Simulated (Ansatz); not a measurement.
**Localised basis functions on twisted Ti2CO2 MXene bilayer, 38.21° (70 atoms)**

Aim: test how closely localised support functions follow the reference on twisted Ti2CO2 MXene bilayer, 38.21° (70 atoms), and at what cost. A setting counts as converged where the r.m.s. difference of forces stays under 1 % of the r.m.s. force.

Program: Ansatz 0.2.0. Level of theory: Kohn-Sham DFT, PBE+D4, PAW (set soft_2), plane waves. Values are calculated unless marked as measured.

## 1. The starting structure

The cell holds 70 atoms: 14 C, 28 Ti and 28 O. Its edges and angles: a = 8.017 Å, b = 8.017 Å, c = 23.800 Å, α = 90.0°, β = 90.0°, γ = 120.0°. It derives from Ti2CO2 (Ti2CO2 MXene). Ti2CO2 MXene (a = 3.03 Å) under Ti2CO2 MXene (a = 3.03 Å), bilayer, commensurate cell of 7 unit cells a layer, twist 38.21 deg; facing planes 2.92 Å apart; 12 Å of vacuum; layers as built, displaced by a Gaussian of 0.01 Å. Regions: layer 1, 35 atoms (7 C, 14 Ti and 14 O); layer 2, 35 atoms (7 C, 14 Ti and 14 O). Vacuum lies along c.

Before any run, some limits are plain. Beside vacuum, support functions can miss their usual error bounds without a warning. The main run has no spin polarisation, so moments on Ti can't form in it, and no Hubbard term.

## 2. Plane-wave single point

The first run fixes the reference, at a cutoff of 420 eV.

input.yaml reads:

```yaml
crystal:
  lattice:
    - [8.0166, 0.0, 0.0]
    - [-4.0083, 6.94258, 0.0]
    - [0.0, 0.0, 23.8]
  atoms:
    - { symbol: C, position: [0.99767, 0.99943, 0.34564] }
    - { symbol: Ti, position: [0.18835, 0.2373, 0.39995] }
    - { symbol: Ti, position: [0.23874, 0.04699, 0.29053] }
    - { symbol: O, position: [0.23907, 0.04978, 0.43861] }
    - { symbol: O, position: [0.19349, 0.23849, 0.25193] }
    - { symbol: C, position: [0.14253, 0.43191, 0.34513] }
    - { symbol: Ti, position: [0.33354, 0.66443, 0.40062] }
    - { symbol: Ti, position: [0.38027, 0.47502, 0.29059] }
    - { symbol: O, position: [0.37826, 0.47392, 0.43832] }
    - { symbol: O, position: [0.33345, 0.66643, 0.25146] }
    - { symbol: C, position: [0.2865, 0.85775, 0.34504] }
    - { symbol: Ti, position: [0.47437, 0.09608, 0.40042] }
    - { symbol: Ti, position: [0.52338, 0.90722, 0.29029] }
    - { symbol: O, position: [0.52245, 0.90534, 0.43908] }
    - { symbol: O, position: [0.47641, 0.09445, 0.25202] }
    - { symbol: C, position: [0.42962, 0.28617, 0.34595] }
    - { symbol: Ti, position: [0.61823, 0.52473, 0.39999] }
    - { symbol: Ti, position: [0.66462, 0.33355, 0.29092] }
    - { symbol: O, position: [0.66677, 0.33075, 0.43832] }
    - { symbol: O, position: [0.62166, 0.52435, 0.25282] }
    - { symbol: C, position: [0.57116, 0.71408, 0.3458] }
    - { symbol: Ti, position: [0.76155, 0.95267, 0.40011] }
    - { symbol: Ti, position: [0.81074, 0.76194, 0.29067] }
    - { symbol: O, position: [0.80805, 0.76237, 0.43896] }
    - { symbol: O, position: [0.76241, 0.95212, 0.25224] }
    - { symbol: C, position: [0.71659, 0.14427, 0.3454] }
    - { symbol: Ti, position: [0.90592, 0.37886, 0.40033] }
    - { symbol: Ti, position: [0.95456, 0.19127, 0.29048] }
    - { symbol: O, position: [0.95303, 0.18867, 0.43822] }
    - { symbol: O, position: [0.90647, 0.38178, 0.25195] }
    - { symbol: C, position: [0.85947, 0.57168, 0.34518] }
    - { symbol: Ti, position: [0.04683, 0.8083, 0.40078] }
    - { symbol: Ti, position: [0.09583, 0.62058, 0.28976] }
    - { symbol: O, position: [0.09543, 0.61733, 0.43882] }
    - { symbol: O, position: [0.04625, 0.80995, 0.25183] }
    - { symbol: C, position: [0.99932, 0.55732, 0.65471] }
    - { symbol: Ti, position: [0.76367, 0.37091, 0.70933] }
    - { symbol: Ti, position: [0.8095, 0.60431, 0.59911] }
    - { symbol: O, position: [0.80582, 0.6055, 0.74764] }
    - { symbol: O, position: [0.76037, 0.36872, 0.56142] }
    - { symbol: C, position: [0.85461, 0.84243, 0.65433] }
    - { symbol: Ti, position: [0.61603, 0.65351, 0.70936] }
    - { symbol: Ti, position: [0.6657, 0.8888, 0.59972] }
    - { symbol: O, position: [0.66602, 0.89247, 0.74771] }
    - { symbol: O, position: [0.61816, 0.6546, 0.56089] }
    - { symbol: C, position: [0.56977, 0.41473, 0.6541] }
    - { symbol: Ti, position: [0.33362, 0.22482, 0.70952] }
    - { symbol: Ti, position: [0.37937, 0.46087, 0.59883] }
    - { symbol: O, position: [0.38027, 0.4611, 0.74799] }
    - { symbol: O, position: [0.33301, 0.22527, 0.56107] }
    - { symbol: C, position: [0.71224, 0.12749, 0.65389] }
    - { symbol: Ti, position: [0.47337, 0.93825, 0.71048] }
    - { symbol: Ti, position: [0.52314, 0.17695, 0.59918] }
    - { symbol: O, position: [0.52214, 0.17712, 0.74818] }
    - { symbol: O, position: [0.47533, 0.93866, 0.5609] }
    - { symbol: C, position: [0.42767, 0.70273, 0.65425] }
    - { symbol: Ti, position: [0.18739, 0.51105, 0.70991] }
    - { symbol: Ti, position: [0.23643, 0.74753, 0.59919] }
    - { symbol: O, position: [0.23828, 0.74945, 0.74771] }
    - { symbol: O, position: [0.18702, 0.50982, 0.56134] }
    - { symbol: C, position: [0.14126, 0.27156, 0.65421] }
    - { symbol: Ti, position: [0.90324, 0.07913, 0.71032] }
    - { symbol: Ti, position: [0.95125, 0.31797, 0.60013] }
    - { symbol: O, position: [0.95217, 0.32167, 0.74818] }
    - { symbol: O, position: [0.90134, 0.08166, 0.56084] }
    - { symbol: C, position: [0.28195, 0.98355, 0.65402] }
    - { symbol: Ti, position: [0.04595, 0.79568, 0.70986] }
    - { symbol: Ti, position: [0.09251, 0.03234, 0.59962] }
    - { symbol: O, position: [0.0943, 0.03141, 0.74827] }
    - { symbol: O, position: [0.04485, 0.79529, 0.56153] }
kpoints:
  mp_grid: { grid: [3, 3, 1] }
hamiltonian:
  xc: pbe
  dispersion: d4
scf:
  occupations: { method: gaussian, width: 0.05 }
output:
  forces: true
  populations: true
  dos:
    method: { smearing: { sigma: 0.1 } }
    de: 0.1
    projected:
      site_lists:
        C: [C]
        O: [O]
        Ti: [Ti]
        layer_1: [0, 1, 2, 3, 4, 5, 6, 7, 8, 9, 10, 11, 12, 13, 14, 15, 16, 17, 18, 19, 20, 21, 22, 23, 24, 25, 26, 27, 28, 29, 30, 31, 32, 33, 34]
        layer_2: [35, 36, 37, 38, 39, 40, 41, 42, 43, 44, 45, 46, 47, 48, 49, 50, 51, 52, 53, 54, 55, 56, 57, 58, 59, 60, 61, 62, 63, 64, 65, 66, 67, 68, 69]
  eigenvalues: true
  write_density: true
  write_potential: true
  volumetric_format: npy
```

Launch:

```console
> ansatz run input.yaml --threads 4 --pin off --max-ram 8192MiB --backend cpu --events-out ev --progress --plain --runs-dir out
```

Standard output:

```text
Engine: ansatz 0.2.0, aarch64-unknown-linux-gnu
Pseudopotentials: kind: paw
Pseudopotential: C, paw, valence charge 4, recommended cutoff 420 eV (normal), C.paw.azcp
Pseudopotential: Ti, paw, valence charge 12, recommended cutoff 420 eV (normal), Ti.paw.azcp
Pseudopotential: O, paw, valence charge 6, recommended cutoff 420 eV (normal), O.paw.azcp
[... 5 lines on functional and potentials left out ...]
Crystal: 70 atoms, lattice volume = 1324.610 Å³
Basis set: ecut = 420 eV, 26005 PW (Γ), exchange–correlation on 108×108×320 points (8 copies of the dense FFT grid, shifted against one another)
Bands: 350, of which v1, the nominal top of the filled ones, is band 280 counted from 1 (279 counted from 0)
Symmetry: 1 space group operations
Space group: P1 (ITA 1), of the structure as read, at distance tolerance 1.1e-4 Å
k-points: 5 of 9 (time reversal used)
[... 7 lines on functional and potentials left out ...]
Initial density: superposition of atomic densities (neutral atoms: chi_scale 0, normalization atom), corrected by the library's trained network
Initial wavefunctions: pseudopotential atomic-orbital guess
Functional: x = pbe(κ = 0.804, μ = 0.219515), c = pbe(β = 0.066725)
SCF iter   1: F=—  HF=-89478.855693 eV  |F-HF|=—  |Δ(HF+E_count)|=         —  Δρ=5.13e-3  dr2=5.43e-1  ethr=1.77e-3  ⟨swp⟩=6.2  Hψ=7430  notcnv=0
preconditioner: auto → Resta (q_TF=auto, 2.364 Å⁻¹)  ε∞=5.7  [insulator: Δε(μ)=0.372 eV  Ē_g=8.648 eV  σ=0.050 eV  W_gap=1.00  n_scr=262 (ndim 8)  ℏωp=18.7 eV  f_vac=0.433  D(μ)=0.00/eV (n_scr^D=0)  ε∞_Penn≈5.7  vacuum switching on, ρ_ref=5.4e-3 e/Å³]
SCF iter   2: F=—  HF=-89478.778607 eV  |F-HF|=—  |Δ(HF+E_count)|=   7.71e-2  Δρ=3.02e-3  dr2=1.86e-1  ethr=9.69e-5  ⟨swp⟩=2.0  Hψ=2769  notcnv=0  defer=296
SCF iter   3: F=—  HF=-89478.762535 eV  |F-HF|=—  |Δ(HF+E_count)|=   1.61e-2  Δρ=1.66e-3  dr2=8.95e-2  ethr=3.32e-5  ⟨swp⟩=2.0  Hψ=2163  notcnv=0  defer=296
SCF iter   4: F=—  HF=-89478.759210 eV  |F-HF|=—  |Δ(HF+E_count)|=   3.32e-3  Δρ=7.72e-4  dr2=2.50e-2  ethr=1.60e-5  ⟨swp⟩=2.6  Hψ=2211  notcnv=0  defer=296
SCF iter   5: F=—  HF=-89478.756767 eV  |F-HF|=—  |Δ(HF+E_count)|=   2.44e-3  Δρ=3.83e-4  dr2=4.05e-3  ethr=4.47e-6  ⟨swp⟩=3.0  Hψ=2092  notcnv=0  defer=296
SCF iter   6: F=—  HF=-89478.756303 eV  |F-HF|=—  |Δ(HF+E_count)|=   4.64e-4  Δρ=3.77e-4  dr2=2.96e-3  ethr=7.23e-7  ⟨swp⟩=2.8  Hψ=2301  notcnv=0  defer=296
SCF iter   7: F=—  HF=-89478.755757 eV  |F-HF|=—  |Δ(HF+E_count)|=   5.46e-4  Δρ=1.08e-4  dr2=1.90e-4  ethr=5.29e-7  ⟨swp⟩=2.0  Hψ=2065  notcnv=0  defer=296
SCF iter   8: F=—  HF=-89478.755680 eV  |F-HF|=—  |Δ(HF+E_count)|=   7.71e-5  Δρ=8.73e-5  dr2=1.65e-4  ethr=3.39e-8  ⟨swp⟩=3.0  Hψ=2994  notcnv=0  defer=296
SCF iter   9: F=—  HF=-89478.755667 eV  |F-HF|=—  |Δ(HF+E_count)|=   1.24e-5  Δρ=3.85e-5  dr2=3.39e-5  ethr=2.95e-8  ⟨swp⟩=2.0  Hψ=2094  notcnv=0  defer=296
SCF iter  10: F=—  HF=-89478.756239 eV  |F-HF|=—  |Δ(HF+E_count)|=   5.72e-4  Δρ=1.30e-5  dr2=2.23e-6  ethr=6.05e-9  ⟨swp⟩=2.0  Hψ=2449  notcnv=0  defer=286
SCF iter  11: F=—  HF=-89478.756241 eV  |F-HF|=—  |Δ(HF+E_count)|=   1.81e-6  Δρ=8.15e-6  dr2=1.65e-6  ethr=3.99e-10  ⟨swp⟩=2.8  Hψ=2820  notcnv=0  defer=286
SCF iter  12: F=—  HF=-89478.756241 eV  |F-HF|=—  |Δ(HF+E_count)|=   5.25e-8  Δρ=3.54e-6  dr2=2.05e-7  ethr=2.95e-10  ⟨swp⟩=2.6  Hψ=2132  notcnv=0  defer=286
SCF iter  13: F=-89478.756241 eV  HF=-89478.756241 eV  |F-HF|=9.27e-9  |Δ(HF+E_count)|=   9.02e-8  Δρ=1.63e-6  dr2=5.00e-8  ethr=1.79e-11  ⟨swp⟩=18.0  Hψ=14409  notcnv=0
SCF 1 converged in 13 iterations: F = -89478.756241 eV  dr2 = 5.00e-8
  greatest PAW one-centre occupation: 0.999 electrons in one spin orbital (limit 2), on the Ti atom at site 11 (counted from 0), in its partial waves of l = 0
WARN: The output density's exchange-correlation potential varies sharply where the density is thin. Do not read a vacuum level from v_tot or v_xc, or from such a field of the output density. On a cell that repeats whose density bears no net charge and no dipole along the vacuum's axis use v_es (v_loc + v_h of the components); [...]
SCF converged after 13 iterations
Free energy (F): -89478.756241 eV
Harris-Foulkes:  -89478.756241 eV  (|F-HF|=9.27e-9)
Internal energy: -89478.756241 eV  (E = F + TS)
E sigma→0 (E₀):  -89478.756241 eV
Entropy (-TS):   -0.000000 eV (-0.000 meV/atom)
Fermi energy:    4.355332 eV
--- Per-component energies (eV) ---
  E_band       = -8918.315669
  E_kinetic    = 13775.575076
  E_local      = -389520.206068  (includes V_loc(G=0)·N_el)
  E_nonlocal   = 1826.731782
  E_hartree    = 188856.248620
  E_xc         = -5505.424637
  E_vxc        = -6934.683007  (∫ρ·V_xc dr)
  E_paw        = -35082.672823  (= ΣΔE_a)
  E_vpaw       = -5778.384467  (= ΣTr[D̂ρ^β])
  E_aug_tail   = 0.073204  (compensation charges beyond the density's cutoff)
  E_ewald      = 136184.079324
  E_disp       = -13.160718  (pairwise vdW)
  E_smearing   = -0.000000  (= −TS)
  E_closure    = -0.000000  (closes the sum)
  Σ components = -89478.756241   (vs F -89478.756241, Δ=0.00e0)
--- Forces (eV/Å), atoms counted from 1 ---
  atom   1  C      0.33359314     0.08167434    -0.08873662
  atom   2  Ti     0.16159077    -0.08804698     0.03786622
  atom   3  Ti    -0.10041258    -0.06962607     0.07525472
  atom   4  O     -0.07706297    -0.17180225    -0.21798097
  atom   5  O     -0.11510527     0.00427172     0.27857163
  atom   6  C      0.36442257    -0.33352557     0.01201390
  atom   7  Ti    -0.11785283     0.37003200     0.03387938
  atom   8  Ti    -0.06617808     0.30455423    -0.07314513
  atom   9  O      0.13373365     0.10045268    -0.07183419
  atom  10  O      0.08279647     0.03641408     0.38810342
  atom  11  C     -0.12932661     0.01661970     0.05246634
  atom  12  Ti     0.31725468    -0.08888740     0.18668442
  atom  13  Ti     0.28683237    -0.24452891     0.01634477
  atom  14  O      0.10341644    -0.07337781    -0.45691091
[...]
atom  69  O     -0.14304652     0.12788187    -0.24146197
  atom  70  O      0.05117289    -0.01745774    -0.01064412
  max |Σ_I F_I| component: 1.17e-4 eV/Å
--- Band table (eV; the first three rows and the last of 5) ---
  k-point 0: bands = ["-53.5714", "-53.5629", "-53.5438", "-53.5370", [... 334 levels ...], "6.6052", "6.6116", "6.6130", "6.6196", "6.6292", "6.6368", "6.6394", "6.6509", "6.6568", "6.6753", "6.6773", "6.6791"]
[...]
--- Löwdin populations: 70 sites ---
  site symbol       q [e]
     0      C      4.9060
     1     Ti     10.8789
     2     Ti     10.8716
[...]
69      O      6.6024
  spilling = 0.003493 (of n_electrons = 560.000000)
```

Run time: 4 min. Hardware: 4 threads of Arm Neoverse V1, shared host; peak memory 5.1 GiB; 16 min of CPU time.

The program notes that it cut back its work space to fit the memory limit and the exchange-correlation potential is rough where the density is thin.

The run gave:

```
free energy                                      : -89478.7562 eV
free energy per atom                             : -1278.2679 eV/atom
SCF cycles                                       : 13
r.m.s. force component                           : 0.1763 eV/Å
longest force                                    : 0.5698 eV/Å
Fermi energy                                     : 4.355 eV
gap (highest filled to lowest empty level) : 0.3559 eV
potential in mid-vacuum, over the Fermi level    : 5.596 eV
potential 4.5 Å over the upper face              : 5.586 eV
potential 4.5 Å under the lower face             : 5.606 eV
spilling of the projection                       : 0.003493
```

The r.m.s. force component of 0.18 eV/Å sets the scale for the differences below.

## 3. Support functions medium

The cell is solved in localised support functions. The level medium gives here a grid of 48×48×144 points and a radius of 3.58 Å. Besides, the program derives a nominal cutoff of 464 eV for this run, against the reference's 420.

This step: Kohn-Sham DFT, PBE+D4, PAW (set soft_2), localised support functions (medium) (Ansatz 0.2.0).

input.yaml, the sections that differ from step 2:

```yaml
scf:
  occupations: { method: gaussian, width: 0.05 }
  eigensolver: { kind: { support_functions: { accuracy: medium } } }
  mixing: { beta: 0.2 }
  max_iter: 150
output:
  forces: true
# crystal, kpoints, hamiltonian: as in step 2
```

Standard output:

```text
Warning: scf.eigensolver.kind.support_functions: disabling space-group detection — the functions' gradient is summed over unrotated k-points, so no spatial operation reduces the k-mesh or symmetrises the density; time reversal is kept, so that k and −k are solved as one point where they differ and the mesh holds both, and exact exchange and, on two spinor components, a DFT+U term hold to it where the run has them: [...]
Warning: basis.ecutwfc = 464 eV, auto-derived: no grid that the accuracy of the support functions lays serves the files at the lower one that their records recommend; a deck with other species or settings can derive another value
settings of this run that can trade accuracy for cost: scf.eigensolver.kind.support_functions [...]
[...]
Crystal: 70 atoms, lattice volume = 1324.610 Å³
Basis set: ecut = 464 eV, 30053 PW (Γ), exchange–correlation on 120×120×360 points (8 copies of the dense FFT grid, shifted against one another)
Bands: 336, of which v1, the nominal top of the filled ones, is band 280 counted from 1 (279 counted from 0)
Symmetry: 1 space group operations
k-points: 5 of 9 (time reversal used)
[...]
Eigensolver: Support functions (medium, 48×48×144 points, laid for a spacing of at most 0.183426 Å, radius 3.577741 Å, 26 sites without an atom, 2 species' potentials softened for the grid, 3 wholly corrected for its errors in the mean over positions, 3 with the egg-box correction, energy correction by stochastic trace)
[...]
SCF iter   1: F=—  HF=-89560.490752 eV  |F-HF|=—  |Δ(HF+E_count)|=         —  Δρ=1.64e-1  dr2=4.33e2  ethr=1.00e-1
[...]
SCF iter  21: F=—  HF=-89479.050370 eV  |F-HF|=—  |Δ(HF+E_count)|=   2.47e-6  Δρ=1.05e-5  dr2=2.23e-6  ethr=9.37e-10  κ⁻¹=1.8e-5(r=7)
SCF iter  22: F=-89479.050367 eV  HF=-89479.050368 eV  |F-HF|=9.72e-7  |Δ(HF+E_count)|=   2.00e-6  Δρ=8.58e-6  dr2=9.57e-7  ethr=3.98e-10
SCF 1 converged in 22 iterations: F = -89479.061784 eV  dr2 = 9.57e-7
[...]
SCF converged after 22 iterations
Stability not checked: this state was not tested for a lower state beside it, because the mixer in use, unlike msr1, does not test its closes by its own steps (another_mixer; see scf.mixing.algorithm and scf.lower_state_search)
Free energy (F): -89479.061784 eV
[...]
Internal energy: -89479.061784 eV  (E = F + TS)
E sigma→0 (E₀):  -89479.061784 eV
Entropy (-TS):   -0.000000 eV (-0.000 meV/atom)
Fermi energy:    4.355974 eV
[...]
Σ components = -89479.061784   (vs F -89479.061784, Δ=0.00e0)
--- Forces (eV/Å), atoms counted from 1 ---
  atom   1  C      0.33351485     0.08197903    -0.08858234
  atom   2  Ti     0.16120957    -0.08775799     0.03557442
  atom   3  Ti    -0.10054799    -0.06977757     0.07716338
  atom   4  O     -0.07672346    -0.17186807    -0.21779805
[...]
atom  70  O      0.05098932    -0.01750001    -0.01032368
  max |Σ_I F_I| component: 1.81e-3 eV/Å
--- Band table (eV; the first three rows and the last of 5) ---
[...]
guard bands above this table: 48 of the run's 336 bands (output.publish_guard_bands: true publishes all)
[...]
```

It took 5.1 min on 4 threads; peak memory 4.7 GiB.

The program notes that the band table was not solved further than the SCF left it and it switched symmetry off.

Keys that differ from the reference: support_functions.accuracy = "medium", scf.max_iter = 150 and scf.mixing.beta = 0.2.

Forces differ from the reference by 0.86 meV/Å r.m.s., 0.49 % of their size, within a tolerance of 1 %; the energy by -4.4 meV/atom.

## 4. Support functions low

The level low is asked for. Here it resolves to the same grid and radius as in the run with support functions medium, so the basis is not new.

This step: Kohn-Sham DFT, PBE+D4, PAW (set soft_2), localised support functions (low) (Ansatz 0.2.0).

input.yaml, the sections that differ from step 3:

```yaml
scf:
  occupations: { method: gaussian, width: 0.05 }
  eigensolver: { kind: { support_functions: { accuracy: low } } }
  mixing: { beta: 0.2 }
  max_iter: 150
# crystal, kpoints, hamiltonian, output: as in step 3
```

Standard output:

```text
[...]
Crystal: 70 atoms, lattice volume = 1324.610 Å³
Basis set: ecut = 420 eV, 26005 PW (Γ), exchange–correlation on 120×120×360 points (8 copies of the dense FFT grid, shifted against one another)
Bands: 336, of which v1, the nominal top of the filled ones, is band 280 counted from 1 (279 counted from 0)
Symmetry: 1 space group operations
k-points: 5 of 9 (time reversal used)
[...]
Eigensolver: Support functions (low, 48×48×144 points, laid for a spacing of at most 0.186952 Å, radius 3.577741 Å, 26 sites without an atom, 2 species' potentials softened for the grid, 3 wholly corrected for its errors in the mean over positions, 3 with the egg-box correction, energy correction by stochastic trace)
[...]
SCF iter   1: F=—  HF=-89560.486144 eV  |F-HF|=—  |Δ(HF+E_count)|=         —  Δρ=1.64e-1  dr2=4.33e2  ethr=1.00e-1
[...]
SCF iter  18: F=—  HF=-89479.049020 eV  |F-HF|=—  |Δ(HF+E_count)|=   6.68e-4  Δρ=5.60e-5  dr2=2.72e-5  ethr=1.32e-8  κ⁻¹=6.3e-6(r=7)
SCF iter  19: F=-89479.049592 eV  HF=-89479.049599 eV  |F-HF|=7.07e-6  |Δ(HF+E_count)|=   5.79e-4  Δρ=2.98e-5  dr2=8.32e-6  ethr=4.86e-9
SCF 1 converged in 19 iterations: F = -89479.061755 eV  dr2 = 8.32e-6
[...]
SCF converged after 19 iterations
[...]
Free energy (F): -89479.061755 eV
[...]
Internal energy: -89479.061755 eV  (E = F + TS)
E sigma→0 (E₀):  -89479.061755 eV
Entropy (-TS):   -0.000000 eV (-0.000 meV/atom)
Fermi energy:    4.355458 eV
[...]
Σ components = -89479.061755   (vs F -89479.061755, Δ=0.00e0)
--- Forces (eV/Å), atoms counted from 1 ---
  atom   1  C      0.33349081     0.08201838    -0.08866251
  atom   2  Ti     0.16118624    -0.08772078     0.03537773
  atom   3  Ti    -0.10058245    -0.06980819     0.07692210
  atom   4  O     -0.07675301    -0.17192268    -0.21748675
[...]
atom  70  O      0.05097902    -0.01747864    -0.01053799
  max |Σ_I F_I| component: 1.72e-3 eV/Å
--- Band table (eV; the first three rows and the last of 5) ---
[...]
```

Wall time 4.7 min (4 threads); peak memory 4.6 GiB; 18 min of CPU time.

Keys that differ from the reference: support_functions.accuracy = "low", scf.max_iter = 150 and scf.mixing.beta = 0.2.

Forces differ from the reference by 0.87 meV/Å r.m.s., 0.49 % of their size, within a tolerance of 1 %; the energy by -4.4 meV/atom.

(Part 1 of 3 ends here.)

[Long decimals in the printed logs are rounded to 6 places.]

[Logs are printed without paths, hosts, clocks, repeated set-up lines and the standing remarks that a program may print on its own settings, such as how far it seeks lower states.]

[Hosts, paths, dates, database ids (printed as entryN), source tags and the programs' standing remarks are cut or masked in the printed files.]
